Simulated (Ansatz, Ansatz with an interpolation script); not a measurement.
An input for Ansatz 0.2.0 (Cs2LiYCl6 (Fm-3m)):

```yaml
crystal:
  lattice:
    - [0.0, 5.24285, 5.24285]
    - [5.24285, 0.0, 5.24285]
    - [5.24285, 5.24285, 0.0]
  atoms:
    - { symbol: Cs, position: [0.25, 0.25, 0.25] }
    - { symbol: Cs, position: [0.75, 0.75, 0.75] }
    - { symbol: Li, position: [0.5, 0.5, 0.5] }
    - { symbol: "Y", position: [0.0, 0.0, 0.0] }
    - { symbol: Cl, position: [0.74954, 0.25046, 0.25046] }
    - { symbol: Cl, position: [0.25046, 0.74954, 0.25046] }
    - { symbol: Cl, position: [0.25046, 0.74954, 0.74954] }
    - { symbol: Cl, position: [0.74954, 0.25046, 0.74954] }
    - { symbol: Cl, position: [0.25046, 0.25046, 0.74954] }
    - { symbol: Cl, position: [0.74954, 0.74954, 0.25046] }
kpoints:
  mp_grid: { grid: [2, 2, 2] }
hamiltonian:
  xc: lda
  pseudopotentials: { kind: paw, azcp: { folder: soft_1 }, xc_functional: pbe }
scf:
  occupations: { method: fixed }
gw:
  n_empty_bands: 755
  ecut_chi: 110.0
  qp_bands: [v18, c4]
  screening: { model: contour_deformation }
```

```sh
ansatz run input.yaml --threads 2 --pin off --max-ram 92160MiB --backend cuda --events-out ev --progress --plain --runs-dir out --devices 1 --max-vram 13GiB
```

Q: How long will it take on 1 × NVIDIA H100 80GB HBM3 (shared by 6 runs) with 2 threads of AMD EPYC 7R13 (Zen 3), shared host, and how much memory?

It took 23 s; on shared hardware allow 12 s to 46 s. Peak host memory was 1.7 GiB. The sizes that set the cost: 5673 plane waves a state, 3 irreducible k points, 792 bands summed, 749 plane waves in the screening and 8 SCF cycles.

The screening grows as filled bands × empty bands × pairs of k points, times the square of the screening basis for the matrix.

[Paths, hosts, dates, memory and timing lines, banners, echoed tables and standing remarks are left out of the program output.]

[Logs are printed without paths, hosts, clocks, repeated set-up lines and the standing remarks that a program may print on its own settings, such as how far it seeks lower states.]

[Runs of the session that timed out or met a known fault of the program may be left out.]

[Hosts, paths, dates, database ids (printed as entryN), source tags and the programs' standing remarks are cut or masked in the printed files.]
